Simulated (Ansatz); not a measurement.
# 1T-SrBrI monolayer in a perpendicular field, part 2 of 2

What dipole does a perpendicular field induce in the 1T-SrBrI monolayer, and does the gap follow? A positive field points along +c.

Ansatz 0.2.0; plane-wave DFT, PBE-D3(BJ), Ansatz PAW (set soft_1); PAW set soft_1.

So far, gap on the k-mesh (eV): step 2 (relaxation) 4.44.

## Step 3: Single point, field 0

A sawtooth potential applies the field, turning back in the middle of the vacuum. With the dipole correction the typed value is the field outside the slab. The induced dipole is small, so the SCF threshold is tight.

The cell differs from the one that the last finished run ended in (c 38.590 → 21.414 Å).

Input file input.yaml:

```yaml
crystal:
  lattice:
    - [4.6221657186, 0.0, 0.0]
    - [-2.3110828593, 4.0029129328, 0.0]
    - [0.0, 0.0, 21.4138442578]
  atoms:
    - { symbol: I, position: [0.6666666667, 0.3333333333, 0.4202888511] }
    - { symbol: Sr, position: [0.0, 0.0, 0.5085491801] }
    - { symbol: Br, position: [0.3333333333, 0.6666666667, 0.5797111489] }
kpoints:
  mp_grid: { grid: [12, 12, 1] }
  band_path:
    path: [[0, 0, 0], [0.5, 0, 0], [0.33333333, 0.33333333, 0], [0, 0, 0]]
    npoints: 16
hamiltonian:
  xc: pbe
  dispersion: d3bj
  pseudopotentials: { kind: paw, azcp: { folder: soft_1 } }
scf:
  occupations: { method: fermi_dirac, width: 0.02585 }
  convergence: { dr2_threshold: 1.0e-10 }
efield:
  axis: 3
  dipole_correction: true
  ramp_position: 0.97
  ramp_width: 0.06
  amplitude: 0
output:
  dos: { projected: true, e_range: [-6, 5] }
  write_potential: true
  write_density: true
  volumetric_format: npy
  elf: true
```

Command:

```sh
ansatz run input.yaml --threads 2 --pin off --max-ram 3072MiB --backend cpu --events-out ev --progress --plain --runs-dir out
```

Numbers of over 12 decimals in the logs are rounded to 6 here.

The log of the run:

```text
[...]
Crystal: 3 atoms, lattice volume = 396.202 Å³
Basis set: ecut = 420 eV, 7769 PW (Γ)
Bands: 21, of which v1, the nominal top of the filled ones, is band 17 counted from 1 (16 counted from 0)
Symmetry: 6 space group operations
[...]
k-points: 19 of 144 (time reversal used)
[...]
SCF iter   1: F=—  HF=-13846.840980 eV  |F-HF|=—  |Δ(HF+E_count)|=         —  Δρ=9.20e-3  dr2=7.09e-1  ethr=2.12e-3  p=0.000 e·Å  D=1.17e-7 V/Å  ΔV_dip=-0.00 eV  dr2_dipole=5.69e-5  V_vac-E_F(+/−)=5.45/5.45 eV  ⟨swp⟩=1.0  Hψ=4286  notcnv=0
efield: sawtooth ramp at fractional position 0.9700 (set: `efield.ramp_position`, or a place that a band, a saddle search or an elastic batch's reference lends), width 0.0600; the density the first Hamiltonian is built on has a dipole p = 0.000 e·Å; the dipole correction subtracts the counter field D = 1.17e-7 V/Å, which shifts the + side's vacuum level by -0.00 eV against the − side's; the planar-averaged density in the ramp window peaks in size at 1.6e-6 e/Å³
[...]
SCF iter   2: F=—  HF=-13846.695959 eV  |F-HF|=—  |Δ(HF+E_count)|=   1.45e-1  Δρ=4.05e-3  dr2=9.25e-2  ethr=2.09e-3  p=0.006 e·Å  D=2.60e-3 V/Å  ΔV_dip=-0.06 eV  dr2_dipole=1.03e-3  V_vac-E_F(+/−)=4.91/4.96 eV  ⟨swp⟩=3.2  Hψ=663  notcnv=0
[...]
SCF iter  10: F=-13846.723851 eV  HF=-13846.723851 eV  |F-HF|=1.49e-10  |Δ(HF+E_count)|=   3.08e-9  Δρ=1.54e-7  dr2=9.22e-11  ethr=1.00e-12  p=0.031 e·Å  D=1.41e-2 V/Å  ΔV_dip=-0.30 eV  dr2_dipole=1.38e-12  V_vac-E_F(+/−)=4.47/4.77 eV  ⟨swp⟩=3.9  Hψ=1870  notcnv=0
SCF 1 converged in 10 iterations: F = -13846.723851 eV  dr2 = 9.22e-11
[...]
NSCF: frozen V_eff on 49 k-points
efield: sawtooth ramp at fractional position 0.9700 (kept from the solve that this one continues, or follows in the run), width 0.0600; the density the first Hamiltonian is built on has a dipole p = 0.031 e·Å; the dipole correction subtracts the counter field D = 1.41e-2 V/Å, which shifts the + side's vacuum level by -0.30 eV against the − side's; the planar-averaged density in the ramp window peaks in size at 1.6e-6 e/Å³
[...]
SCF converged after 10 iterations
Free energy (F): -13846.723851 eV
[...]
Internal energy: -13846.723851 eV  (E = F + TS)
E sigma→0 (E₀):  -13846.723851 eV
Fermi energy:    -1.564956 eV
Dipole field:    D = 0.014103 V/Å  (p = 0.030879 e·Å, saw-weighted, corrected)
Work function:   Φ+ = 4.4693 eV   Φ− = 4.7713 eV
Levels:          The Fermi level and band energies are counted from a zero that moves with the ramp; work functions are not
[...]
--- Band table (eV; the first three rows and the last of 19) ---
  k-point 0: bands = [... 13 lower, -5.1674, -4.2237, -3.7850, -3.7850, 0.7177, 1.5610, 1.5610, 1.7389]
  k-point 1: bands = [... 13 lower, -5.1655, -4.2074, -3.8935, -3.8128, 0.8714, 1.4434, 1.6438, 1.8417]
  k-point 2: bands = [... 13 lower, -5.1614, -4.2833, -4.0583, -3.8848, 1.0889, 1.4188, 1.8726, 1.9927]
  k-point 18: bands = [... 13 lower, -5.1850, -4.6483, -4.5532, -4.3046, 1.7607, 1.8542, 2.1117, 3.1096]
```

Elapsed: 20 s, on 2 threads of Arm Neoverse V1, shared host; peak memory 0.61 GiB.

This step gave:

```
dipole along the normal            : 0.03088 e·Å
gap along the path                 : 4.440 eV
smallest direct gap along the path : 4.503 eV
step between the vacuum levels     : -0.3020 eV
ionisation energy, upper face      : 6.689 eV
electron affinity, upper face      : 2.249 eV
ionisation energy, lower face      : 6.991 eV
gap, the smaller of path and mesh  : 4.440 eV
```

Running mean over a fixed 2.5 Å (it still follows the layers) of the planar mean; the ramp of the sawtooth is left out. Electron's electrostatic potential energy less the Fermi level against z:

z (Å), electron's electrostatic potential energy less the Fermi level (eV) and a bar from the least value:
```
      3.0       4.77 ##############################
      3.5       4.77 ##############################
      4.0       4.77 ##############################
      4.5       4.77 ##############################
      5.0       4.77 ##############################
      5.5       4.76 ##############################
      6.0       4.74 ##############################
      6.5       4.62 ##############################
      7.0       4.09 ############################
      7.5       2.67 #########################
      8.0       0.98 ####################
      8.5      -0.72 ################
      9.0      -2.04 ############
      9.5      -4.07 #######
     10.0      -5.86 ##
     10.5      -6.12 ##
     11.0      -6.26 #
     11.5      -6.73 
     12.0      -5.32 ####
     12.5      -2.39 ###########
     13.0      -0.50 ################
     13.5       1.29 #####################
     14.0       3.14 ##########################
     14.5       4.15 ############################
     15.0       4.40 #############################
     15.5       4.46 #############################
     16.0       4.47 #############################
     16.5       4.47 #############################
     17.0       4.47 #############################
     17.5       4.47 #############################
     18.0       4.47 #############################
```

The density of states has structure finer than the step of the table below, so its rows give means over 0.2 eV, whole bins alone (the curve runs from -6 to 2.99 eV). Peaks (eV: height): -4.13: 8.99, -3.77: 25.0, -3.60: 72.0, -3.11: 24.2, -2.69: 14.6.

Table of density of states by energy, zero at the Fermi level of the run, which the smearing sets inside the gap; means over each step:

| energy (eV) | density of states (states/eV a cell) |
| --- | --- |
| -4.6 | 0 |
| -4.4 | 0.371 |
| -4.2 | 5.58 |
| -4.0 | 3.40 |
| -3.8 | 9.38 |
| -3.6 | 17.2 |
| -3.4 | 0 |
| -3.2 | 5.75 |
| -3.0 | 3.84 |
| -2.8 | 5.17 |
| -2.6 | 11.3 |
| -2.4 | 3.77 |
| -2.2 | 0.768 |
| -2.0 | 0 |
| -1.8 | 0 |
| -1.6 | 0 |
| -1.4 | 0 |
| -1.2 | 0 |
| -1.0 | 0 |
| -0.8 | 0 |
| -0.6 | 0 |
| -0.4 | 0 |
| -0.2 | 0 |
| 0.0 | 0 |
| 0.2 | 0 |
| 0.4 | 0 |
| 0.6 | 0 |
| 0.8 | 0 |
| 1.0 | 0 |
| 1.2 | 0 |
| 1.4 | 0 |
| 1.6 | 0 |
| 1.8 | 0 |
| 2.0 | 0 |
| 2.2 | 0.521 |
| 2.4 | 2.50 |
| 2.6 | 3.63 |
| 2.8 | 2.30 |

Projected DOS per atom over height of the atomic layer and energy from the Fermi level. Layers: I Sr Br from below.

Ten even steps from '_' (0.0 states/eV) to '@' (8.5 states/eV), each cell a mean:
```
______
______
______
______
______
______
______
______
______
______
______
______
______
##__..
==____
______
..__@@
____==
______
______
______
______
```
Columns: height of the atomic layer (Å) from 9 to 12.4 (not evenly spaced); rows upwards: energy from the Fermi level (eV) from -5.96 to 2.95.

The electronic bands at the labelled points (eV, zero at the Fermi level of the run, which the smearing sets inside the gap):

| point | band 14 | band 15 | band 16 | band 17 | band 18 | band 19 | band 20 | band 21 |
| --- | --- | --- | --- | --- | --- | --- | --- | --- |
| Γ | -3.60 | -2.66 | -2.22 | -2.22 | 2.28 | 3.13 | 3.13 | 3.30 |
| halfway | -3.59 | -2.96 | -2.54 | -2.41 | 2.53 | 3.31 | 3.67 | 3.76 |
| M | -3.60 | -3.17 | -2.71 | -2.56 | 2.22 | 4.02 | 4.20 | 4.52 |
| halfway | -3.63 | -3.13 | -2.80 | -2.70 | 2.62 | 3.80 | 4.02 | 4.71 |
| K | -3.62 | -3.08 | -2.99 | -2.74 | 3.33 | 3.42 | 3.68 | 4.67 |
| halfway | -3.62 | -3.02 | -2.56 | -2.53 | 2.82 | 3.16 | 3.53 | 4.01 |
| Γ | -3.60 | -2.66 | -2.22 | -2.22 | 2.28 | 3.13 | 3.13 | 3.30 |

ELF in the ca plane at fractional y = 0.000, with atoms of Sr within 0.2 Å of it. It is the smooth field of the valence electrons, not physical close to the nuclei.

Values, 7 rows by 16 columns, each cell a mean:
```
0.00 0.00 0.00 0.00 0.02 0.04 0.55 0.67 0.41 0.01 0.00 0.00 0.00 0.00 0.00 0.00
0.00 0.00 0.00 0.04 0.24 0.38 0.21 0.45 0.16 0.22 0.05 0.00 0.00 0.00 0.00 0.00
0.00 0.00 0.01 0.15 0.57 0.73 0.41 0.08 0.51 0.58 0.20 0.02 0.00 0.00 0.00 0.00
0.00 0.00 0.01 0.20 0.64 0.76 0.54 0.14 0.65 0.65 0.26 0.02 0.00 0.00 0.00 0.00
0.00 0.00 0.01 0.12 0.50 0.68 0.31 0.07 0.39 0.50 0.16 0.01 0.00 0.00 0.00 0.00
0.00 0.00 0.00 0.02 0.14 0.23 0.30 0.66 0.19 0.11 0.03 0.00 0.00 0.00 0.00 0.00
0.00 0.00 0.00 0.00 0.01 0.02 0.60 0.51 0.47 0.01 0.00 0.00 0.00 0.00 0.00 0.00
```
Columns run along c (16.0 Å, from fractional 0.17 to 0.92 of the cell), rows up along a (4.6 Å). Atoms in or near the plane, at fractional coordinates: Sr at (0.51, 0.00).

Electrostatic potential energy in the ca plane at fractional y = 0.000, with atoms of Sr within 0.2 Å of it. With pseudopotentials it is smooth inside the atoms' cores, unlike the true potential.

Ten even steps from '0' (-27 eV) to '9' (3 eV), each cell a mean:
```
99999999999999987400001578999999999999999999
99999999999999988630014789999999999999999999
99999999999999998765457889999999999999999999
99999999999999998887778899999999999999999999
99999999999999888998888999999999999999999999
99999999999998888999999989999999999999999999
99999999999999888999999999999999999999999999
99999999999999988888888899999999999999999999
99999999999999998876677899999999999999999999
99999999999999998752135789999999999999999999
99999999999999987510002688999999999999999999
99999999999999987400000578999999999999999999
```
Columns run along c (16.0 Å, from fractional 0.17 to 0.92 of the cell; values clipped at the 3rd and 97th percentile), rows up along a (4.6 Å). Atoms in or near the plane, at fractional coordinates: Sr at (0.51, 0.00).

Valence density in the ca plane at fractional y = 0.000, with atoms of Sr within 0.2 Å of it. It is the smooth field of the valence electrons, not physical close to the nuclei.

Ten steps, logarithmic in the rise over the least value, from '0' (0.0 e/Å³) to '9' (2.5 e/Å³), each cell a mean:
```
00000000000000000001136999984100000000000000
00000000000000000011225799863110000000000000
00000000000000000122233466542211000000000000
00000000000000001233333333333322100000000000
00000000000000001234443222234432100000000000
00000000000000012345543322234443110000000000
00000000000000012344443222234433100000000000
00000000000000001234443222233332100000000000
00000000000000001123333344333221100000000000
00000000000000000112224678753210000000000000
00000000000000000011136899974100000000000000
00000000000000000001137999985100000000000000
```
Columns run along c (16.0 Å, from fractional 0.09 to 0.84 of the cell), rows up along a (4.6 Å). Atoms in or near the plane, at fractional coordinates: Sr at (0.51, 0.00).

The gap is 4.44 eV, with the valence edge 6.69 eV and the conduction edge 2.25 eV under the upper vacuum level. Spin-orbit coupling, left out in this run, matters for the bands of elements this heavy.

## Step 4: Atoms held, field 0.1 V/Å

input.yaml: that of step 3 with these lines changed.

```diff
@@ -24,7 +24,6 @@
   dipole_correction: true
-  ramp_position: 0.97
-  ramp_width: 0.06
-  amplitude: 0
+  ramp_position: 0.9486
+  ramp_width: 0.0939
+  amplitude: 0.1
 output:
-  dos: { projected: true, e_range: [-6, 5] }
   write_potential: true
@@ -32,2 +31 @@
   volumetric_format: npy
-  elf: true
```

The log of the run:

```text
[...]
Crystal: 3 atoms, lattice volume = 396.202 Å³
Basis set: ecut = 420 eV, 7769 PW (Γ)
Bands: 21, of which v1, the nominal top of the filled ones, is band 17 counted from 1 (16 counted from 0)
Symmetry: 6 space group operations
[...]
k-points: 19 of 144 (time reversal used)
[...]
--- Band table (eV; the first three rows and the last of 19) ---
  k-point 0: bands = [... 13 lower, -5.1357, -4.2428, -3.8204, -3.8204, 0.7371, 1.5591, 1.5591, 1.7295]
  k-point 1: bands = [... 13 lower, -5.1335, -4.2277, -3.9281, -3.8486, 0.8951, 1.4392, 1.6420, 1.8367]
  k-point 2: bands = [... 13 lower, -5.1282, -4.3169, -4.0820, -3.9216, 1.0993, 1.4444, 1.8710, 1.9833]
  k-point 18: bands = [... 13 lower, -5.1700, -4.6633, -4.5834, -4.3477, 1.7616, 1.8600, 2.1054, 3.0882]
[key lines of the parts left out:]
SCF converged after 11 iterations
Free energy (F): -13846.729290 eV
Fermi energy:    -1.583821 eV
Dipole field:    D = 0.035577 V/Å  (p = 0.077898 e·Å, saw-weighted, corrected)
```

It took 20 s on 2 threads; peak memory 0.57 GiB; 39 s of CPU time.

The dipole is 0.0779 e·Å, 0.0470 e·Å from its value without field, and the gap 4.473 eV.

## Step 5: Single point, field -0.1 V/Å

input.yaml: that of step 4 with these lines changed.

```diff
@@ -26,3 +26,3 @@
   ramp_width: 0.0939
-  amplitude: 0.1
+  amplitude: -0.1
 output:
```

The log of the run:

```text
[...]
Crystal: 3 atoms, lattice volume = 396.202 Å³
Basis set: ecut = 420 eV, 7769 PW (Γ)
Bands: 21, of which v1, the nominal top of the filled ones, is band 17 counted from 1 (16 counted from 0)
Symmetry: 6 space group operations
[...]
k-points: 19 of 144 (time reversal used)
[...]
--- Band table (eV; the first three rows and the last of 19) ---
  k-point 0: bands = [... 13 lower, -5.2031, -4.2064, -3.7529, -3.7529, 0.6854, 1.5592, 1.5592, 1.7380]
  k-point 1: bands = [... 13 lower, -5.2016, -4.1891, -3.8620, -3.7803, 0.8340, 1.4433, 1.6419, 1.8357]
  k-point 2: bands = [... 13 lower, -5.1985, -4.2527, -4.0366, -3.8514, 1.0673, 1.3838, 1.8706, 1.9923]
  k-point 18: bands = [... 13 lower, -5.2089, -4.6318, -4.5251, -4.2651, 1.7559, 1.8433, 2.1139, 3.1242]
[key lines of the parts left out:]
SCF converged after 10 iterations
Free energy (F): -13846.723114 eV
Fermi energy:    -1.550217 eV
Dipole field:    D = -0.007370 V/Å  (p = -0.016138 e·Å, saw-weighted, corrected)
```

It took 19 s on 2 threads; peak memory 0.57 GiB.

The dipole is -0.0161 e·Å, -0.0470 e·Å from its value without field, and the gap 4.406 eV.

## Step 6: Response, atoms held

This step: plane-wave DFT, PBE-D3(BJ), Ansatz PAW (set soft_1); response to a field along the normal, atoms held; PAW set soft_1 (Ansatz 0.2.0).

The dipoles give the slope, and the difference of two potentials shows where the field is screened.

Numbers from this step:

* equivalent conductor thickness p/(ε₀AE): 4.598 Å
* distance between the outer atoms: 3.414 Å

The dipole of the cell by applied field:

| applied field (V/Å) | dipole of the cell (e·Å) |
| --- | --- |
| -0.1000 | -0.0161 |
| 0.0000 | 0.0309 |
| 0.1000 | 0.0779 |

Local field over the applied field, running mean. From the potentials at -0.1 and 0.1 V/Å; running mean over 2.5 Å. Table of local field over applied field by z:

| z (Å) | local field over applied field |
| --- | --- |
| 4.02 | 1.000 |
| 4.31 | 0.999 |
| 4.76 | 0.998 |
| 5.06 | 0.996 |
| 5.50 | 0.988 |
| 5.80 | 0.977 |
| 6.25 | 0.943 |
| 6.54 | 0.902 |
| 6.84 | 0.840 |
| 7.29 | 0.716 |
| 7.58 | 0.621 |
| 8.03 | 0.473 |
| 8.33 | 0.380 |
| 8.77 | 0.267 |
| 9.07 | 0.221 |
| 9.37 | 0.203 |
| 9.81 | 0.211 |
| 10.11 | 0.227 |
| 10.56 | 0.250 |
| 10.86 | 0.261 |
| 11.30 | 0.273 |
| 11.60 | 0.276 |
| 12.05 | 0.291 |
| 12.34 | 0.322 |
| 12.64 | 0.374 |
| 13.09 | 0.484 |
| 13.38 | 0.569 |
| 13.83 | 0.700 |
| 14.13 | 0.784 |
| 14.57 | 0.888 |
| 14.87 | 0.934 |
| 15.17 | 0.964 |
| 15.61 | 0.986 |
| 15.91 | 0.993 |
| 16.36 | 0.998 |
| 16.66 | 0.999 |
| 17.10 | 1.000 |
| 17.40 | 1.000 |

Electrons, planar mean, per unit field. The induced electron density by z:

| z (Å) | induced electron density (e/Å³ per V/Å) |
| --- | --- |
| 4.5 | 4.4e-6 |
| 5.0 | 1.5e-5 |
| 5.5 | 5.0e-5 |
| 6.0 | 1.6e-4 |
| 6.5 | 4.6e-4 |
| 7.0 | 0.00121 |
| 7.5 | 0.00256 |
| 8.0 | 0.00322 |
| 8.5 | 0.00157 |
| 9.0 | 5.3e-4 |
| 9.5 | -3.7e-4 |
| 10.0 | -0.00134 |
| 10.5 | -7.6e-4 |
| 11.0 | 3.8e-4 |
| 11.5 | 8.6e-4 |
| 12.0 | 7.1e-7 |
| 12.5 | -6.3e-4 |
| 13.0 | -0.00218 |
| 13.5 | -0.00299 |
| 14.0 | -0.00171 |
| 14.5 | -6.9e-4 |
| 15.0 | -2.4e-4 |
| 15.5 | -7.7e-5 |
| 16.0 | -2.3e-5 |
| 16.5 | -6.5e-6 |
| 17.0 | -1.8e-6 |

The smaller of the gaps on the path and on the k-mesh, counted as 0 under 0.03 eV; in a wide-gap layer a fall can come from a state in the tilted vacuum. Table of gap by applied field:

| applied field (V/Å) | gap (eV) |
| --- | --- |
| -0.1000 | 4.41 |
| 0.0000 | 4.44 |
| 0.1000 | 4.47 |

By hand: between -0.1 and 0.1 V/Å the dipole changes by 0.09404 e·Å, a slope of 0.4702 e·Å²/V. A perfect conductor of thickness t has p = ε₀AEt, so t = 180.95 × 0.4702 / 18.502 = 4.60 Å (e/ε₀ = 180.95 V·Å, A in Å²).

The induced dipole is that of a conductor 4.60 Å thick.

## Step 7: Results

```yaml
gap_without_field: 4.44 eV
ionisation_energy_upper_face: 6.69 eV
electron_affinity_upper_face: 2.25 eV
step_between_the_vacuum_levels: -0.302 eV
equivalent_conductor_thickness_atoms_held: 4.60 Å
```

The induced dipole equals that of a perfect conductor 4.60 Å thick, while the outer atoms lie 3.41 Å apart; an out-of-plane ε follows only once a thickness t is chosen, by 1 − 1/ε = 4.60 Å / t. The two faces differ: the vacuum level above lies 0.30 eV lower than the one below. The gap goes from 4.44 eV to 4.41 eV at -0.1 V/Å. Semilocal functionals give gaps that are too small, and excitons are not included. Spin-orbit coupling is left out, which matters for the bands of elements this heavy.

[Logs are printed without paths, hosts, clocks, repeated set-up lines and the standing remarks that a program may print on its own settings, such as how far it seeks lower states.]

[Hosts, paths, dates, database ids (printed as entryN), source tags and the programs' standing remarks are cut or masked in the printed files.]

[Maps of the electrostatic potential energy from Ansatz leave out the sawtooth potential of an applied field or a dipole correction, so their vacuum need not be flat; planar profiles and work functions include it.]

[The density of states shown here was stored with 400 of the rows of the run's finer table, so its peaks can read low, often by over a quarter, or be missed, and its means over a window can be off by a tenth or more.]
